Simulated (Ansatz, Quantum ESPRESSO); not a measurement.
**Ru (001), hcp: a film clamped to its substrate**

A thin film takes the in-plane lattice of its substrate and is free along the normal. How do the free axis and the stress follow the misfit? The strained cell has c along the film normal; unstrained it is a = 2.6913 Å, b = 2.6913 Å, c = 4.2549 Å, α = 90.00°, β = 90.00°, γ = 120.00°, with 2 atoms.

Calculated with Quantum ESPRESSO 7.5, PBEsol, PseudoDojo 0.4.1 norm-conserving potentials, cutoff 1170 eV, Fermi–Dirac smearing 0.05 eV, k-mesh 18×18×10, no spin polarisation, no spin-orbit coupling.

Relaxed positions at 0 %:

```
atom       x       y       z
  Ru  0.3333  0.6667  0.7500
  Ru  0.6667  0.3333  0.2500
```

```csv
ε∥ (%),a (Å),c (Å),ε⊥ (%),"σ (GPa, tension positive)"
−3,2.6106,4.3252,1.653,−26.18
−2,2.6375,4.3025,1.119,−16.29
−1,2.6644,4.2789,0.565,−7.63
0,2.6913,4.2549,0.000,0.00
1,2.7182,4.2308,−0.567,6.67
3,2.7721,4.1841,−1.664,17.88
```

**Question.** Fit both responses and give the free strain and the stress at +2 %, a row left out above.

Least squares with y = y0 + y1 ε + y2 ε² (ε in %) gives ε⊥ = 0.002 + (−0.5551) ε + (−0.0006) ε² and σ = 0.02 + (7.309) ε + (−0.460) ε² GPa. The linear terms put the ratio of free to applied strain at −0.555 and the biaxial modulus at 731 GPa.

At +2 % the free strain comes out as −1.111 %. The run itself gives −1.118 %, so the estimate misses by 0.007 %; the fitted rows themselves lie up to 0.013 % off the law.

The stress comes out as 12.80 GPa. The run itself gives 12.64 GPa, so the estimate misses by 0.16 GPa; the fitted rows themselves lie up to 0.20 GPa off the law.

With c as the unique axis, zero normal stress gives ε⊥/ε∥ = −2C13/C33 for relaxed atoms, so 2C13/C33 is about 0.56.

The negative ε² term means that the crystal stiffens in compression and softens in tension.

The same fit over all rows at other levels or in other programs gives the strain ratio = −0.555 with PBEsol (Ansatz), −0.554 with PBEsol (Quantum ESPRESSO, GBRV) and −0.534 with LDA (Quantum ESPRESSO, GBRV).

[Logs are printed without paths, hosts, clocks, repeated set-up lines and the standing remarks that a program may print on its own settings, such as how far it seeks lower states.]
